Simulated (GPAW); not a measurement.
# KTaO3: optical spectrum from first principles, part 2 of 2

Wanted: where KTaO3 starts to absorb, how strongly, and its refractive index.

GPAW 26.7.0; DFT, RPBE, plane-wave PAW (GPAW data sets), scalar-relativistic, RPA, optical limit.

So far. Step 2 (Ground state): There is a gap, 2.23 eV on this mesh (points off the mesh can give less), so no carriers' term is needed.

**4. Dielectric function, RPA**

Local fields let the induced charge screen the field inside the cell, which as a rule lowers ε, most along directions where the density is uneven.

This step: DFT, RPBE, plane-wave PAW (GPAW data sets), scalar-relativistic, RPA, optical limit (GPAW 26.7.0).

Input file df.py:

```python
from gpaw.response.df import DielectricFunction

df = DielectricFunction('full.gpw', frequencies={'type': 'nonlinear', 'domega0': 0.03, 'omega2': 8},
                        ecut=30,
                        eta=0.15,
                        nbands=43,
                        txt='df.txt')
for direction in ['x']:
    df.get_dielectric_function(xc='RPA', direction=direction, filename=f'df_{direction}.csv')
```

Run with:

```bash
OMP_NUM_THREADS=1 python df.py
```

Log:

```text
Using integrator: PointIntegrator
NonLinearFrequencyDescriptor(from 0.000 to 93.938 eV, 535 points)
Nonperiodic BCs:  [False False False]
Using integrator: PointIntegrator
NonLinearFrequencyDescriptor(from 0.000 to 93.938 eV, 535 points)
Nonperiodic BCs:  [False False False]

Calculating chi0 body with:
    Ground state adapter containing:
    Number of spins: 1
    Number of kpoints: 512
    Number of irreducible kpoints: 35
    Number of completely occupied states: 20
    Number of partially occupied states: 20

    Linear response parametrization:
    q_c: [0.0, 0.0, 0.0]
    Number of frequency points: 535
    Planewave cutoff: 30.0
    Number of bands: 43
    Number of planewaves: 27
    Broadening (eta): 0.15

Integrating chi0 body.

Symmetries of q_c:
    Direct symmetries (Uq -> q): 48
    Indirect symmetries (TUq -> q): 0
In total 48 allowed symmetries.

35 groups of equivalent kpoints. 93.1640625% reduction.

Integral kind: spectral function

Calculating chi0 optical extensions with:
    Ground state adapter containing:
    Number of spins: 1
    Number of kpoints: 512
    Number of irreducible kpoints: 35
    Number of completely occupied states: 20
    Number of partially occupied states: 20

    Linear response parametrization:
    Number of frequency points: 535
    Planewave cutoff: 30.0
    Number of bands: 43
    Number of planewaves: 27
    Broadening (eta): 0.15
Integrating chi0 head and wings.

Symmetries of q_c:
    Direct symmetries (Uq -> q): 48
    Indirect symmetries (TUq -> q): 0
In total 48 allowed symmetries.

35 groups of equivalent kpoints. 93.1640625% reduction.

Integral kind: spectral function wings
```

Run time: 13 s. Hardware: 1 thread of AMD EPYC 7R43, shared host; peak memory 0.28 GiB.

This step gave:

| Property | Result |
| --- | --- |
| electronic dielectric constant ε∞, mean over x, y and z (by symmetry where fewer were run) | 4.730 |
| main peak of Im epsilon, first axis | 5.124 eV |

The Im ε, E ∥ x has structure finer than the step of the table below, so its rows give means over 0.5 eV, whole bins alone (the curve runs from 0 to 15.0 eV). Peaks (eV: height): 3.98: 5.67, 5.12: 6.34, 5.97: 5.82, 9.22: 4.29, 10.38: 5.11.

Values under the direct gap are tails of Lorentzian lines. Table of Im ε, E ∥ x by photon energy; means over each step:

```
photon energy (eV)  Im ε, E ∥ x
               0.5       0.0178
               1.0       0.0389
               1.5       0.0694
               2.0        0.126
               2.5        0.325
               3.0         1.40
               3.5         1.99
               4.0         4.91
               4.5         2.58
               5.0         5.16
               5.5         3.96
               6.0         5.32
               6.5         2.83
               7.0         1.11
               7.5         1.48
               8.0         2.12
               8.5         2.34
               9.0         3.77
               9.5         3.75
              10.0         3.95
              10.5         4.56
              11.0         2.44
              11.5         1.75
              12.0         1.66
              12.5         1.56
              13.0         1.74
              13.5         1.91
              14.0         1.76
              14.5         1.18
```

Table of Re ε, E ∥ x by photon energy:

```
photon energy (eV)  Re ε, E ∥ x
               0.0         4.73
               0.5         4.76
               1.0         4.85
               1.5         5.02
               2.0         5.33
               2.5         5.92
               3.0         6.55
               3.5         6.89
               4.0         5.09
               4.5         4.54
               5.0         5.46
               5.5         2.59
               6.0         2.10
               6.5       -0.227
               7.0         1.43
               7.5         2.84
               8.0         3.29
               8.5         3.40
               9.0         3.24
               9.5         1.83
              10.0         2.02
              10.5      -0.0408
              11.0       -0.372
              11.5        0.127
              12.0        0.464
              12.5        0.653
              13.0         1.07
              13.5        0.571
              14.0        0.209
              14.5        0.352
```

Table of refractive index n and extinction k by photon energy:

```
photon energy (eV)      n        k
               0.0   2.17        0
               0.5   2.18  0.00404
               1.0   2.20  0.00876
               1.5   2.24   0.0153
               2.0   2.31   0.0266
               2.5   2.43   0.0589
               3.0   2.58    0.292
               3.5   2.64    0.321
               4.0   2.52     1.12
               4.5   2.19    0.499
               5.0   2.57     1.07
               5.5   1.86    0.932
               6.0   2.04     1.43
               6.5   1.09     1.19
               7.0   1.26    0.398
               7.5   1.74    0.444
               8.0   1.89    0.545
               8.5   1.93    0.565
               9.0   2.03    0.928
               9.5   1.71     1.05
              10.0   1.79     1.09
              10.5   1.56     1.57
              11.0   1.00     1.18
              11.5  0.941    0.871
              12.0   1.05    0.794
              12.5   1.09    0.726
              13.0   1.24    0.680
              13.5   1.12    0.823
              14.0   1.01    0.898
              14.5  0.879    0.649
```

The loss function −Im 1/ε at q → 0, E ∥ x has structure finer than the step of the table below, so its rows give means over 0.5 eV, whole bins alone (the curve runs from 0 to 15.0 eV). Peaks (eV: height): 6.71: 0.539, 11.48: 0.609, 14.49: 0.801.

Values under the direct gap are tails of Lorentzian lines. The loss function −Im 1/ε at q → 0, E ∥ x by energy loss; means over each step:

```
energy loss (eV)  loss function −Im 1/ε at q → 0, E ∥ x
             0.5                                 7.8e-4
             1.0                                0.00165
             1.5                                0.00273
             2.0                                0.00440
             2.5                                0.00891
             3.0                                 0.0323
             3.5                                 0.0375
             4.0                                  0.101
             4.5                                  0.101
             5.0                                 0.0995
             5.5                                  0.165
             6.0                                  0.159
             6.5                                  0.386
             7.0                                  0.341
             7.5                                  0.147
             8.0                                  0.151
             8.5                                  0.144
             9.0                                  0.152
             9.5                                  0.210
            10.0                                  0.204
            10.5                                  0.212
            11.0                                  0.399
            11.5                                  0.561
            12.0                                  0.554
            12.5                                  0.530
            13.0                                  0.435
            13.5                                  0.469
            14.0                                  0.562
            14.5                                  0.758
```

The Im ε, E ∥ x has structure finer than the step of the table below, so its rows give means over 0.5 eV, whole bins alone (the curve runs from 0 to 15.0 eV). Peaks (eV: height): without local fields 3.94: 6.06, 5.08: 6.47, 5.97: 5.45, 10.38: 5.04; with local fields 3.98: 5.67, 5.12: 6.34, 5.97: 5.82, 9.22: 4.29, 10.38: 5.11.

Values under the direct gap are tails of Lorentzian lines. Im ε, E ∥ x against photon energy; means over each step:

```
photon energy (eV)  without local fields  with local fields
               0.5                0.0185             0.0178
               1.0                0.0407             0.0389
               1.5                0.0729             0.0694
               2.0                 0.134              0.126
               2.5                 0.350              0.325
               3.0                  1.52               1.40
               3.5                  2.22               1.99
               4.0                  5.23               4.91
               4.5                  2.75               2.58
               5.0                  5.44               5.16
               5.5                  3.83               3.96
               6.0                  4.88               5.32
               6.5                  2.14               2.83
               7.0                 0.862               1.11
               7.5                  1.37               1.48
               8.0                  2.01               2.12
               8.5                  2.28               2.34
               9.0                  3.66               3.77
               9.5                  3.65               3.75
              10.0                  3.95               3.95
              10.5                  4.51               4.56
              11.0                  2.47               2.44
              11.5                  1.89               1.75
              12.0                  1.86               1.66
              12.5                  1.78               1.56
              13.0                  1.99               1.74
              13.5                  2.10               1.91
              14.0                  1.83               1.76
              14.5                  1.20               1.18
```

At chosen wavelengths:

```
wavelength (nm)     n      k  R (%)     1/α
           1064  2.21  0.011   14.3  8.0 µm
            532  2.38  0.042   16.7  997 nm
            450  2.54  0.131   19.1  274 nm
            405  2.56  0.326   19.9   99 nm
            308  2.45  1.131   25.7   22 nm
            248  2.57  1.068   26.0   18 nm
            193  1.19  1.346   27.9   11 nm
```

Below the direct gap, k and the depth come from the tails of the Lorentzian lines, not from transitions.

Rows near the edge hang on the gap, which this functional as a rule makes too small, and phonon-assisted absorption is left out.

**5. Outcome**

```json
{
 "electronic dielectric constant ε∞, mean over x, y and z (by symmetry where fewer were run) (RPA)": "4.73",
 "main peak of Im epsilon, first axis": "5.12 eV"
}
```

At this level (RPBE, RPA) KTaO3 has ε∞ = 4.73 and n = 2.19 at 1550 nm, and Im ε peaks at 5.1 eV. On the mesh the gap is 2.22 eV and the least direct gap 2.84 eV, so on this mesh the band edges lie at different points. Local fields change the static value along x from 4.83 to 4.73 (-2 %). Distinct maxima of Im ε, read by a parabola through the highest points, lie at 3.97 eV (5.7), 5.12 eV (6.3), 5.99 eV (5.8) and 10.40 eV (5.1). Excitons and phonon-assisted transitions are missing; RPBE gaps are as a rule too small, which pulls the onset down and ε∞ up. Spin-orbit coupling is left out although heavy atoms are present. The sum runs over mesh points, so small or evenly spaced maxima can still be ripples of the mesh. In this version of GPAW the matrix elements of the optical limit are incomplete, which can lower ε − 1 by up to a tenth where first-row anions or d states rule, and shift it by more in d metals.

[Machine, clock and banner lines and Python warnings are left out of the logs.]

[Logs are printed without paths, hosts, clocks, repeated set-up lines and the standing remarks that a program may print on its own settings, such as how far it seeks lower states.]

[Hosts, paths, dates, database ids (printed as entryN), source tags and the programs' standing remarks are cut or masked in the printed files.]
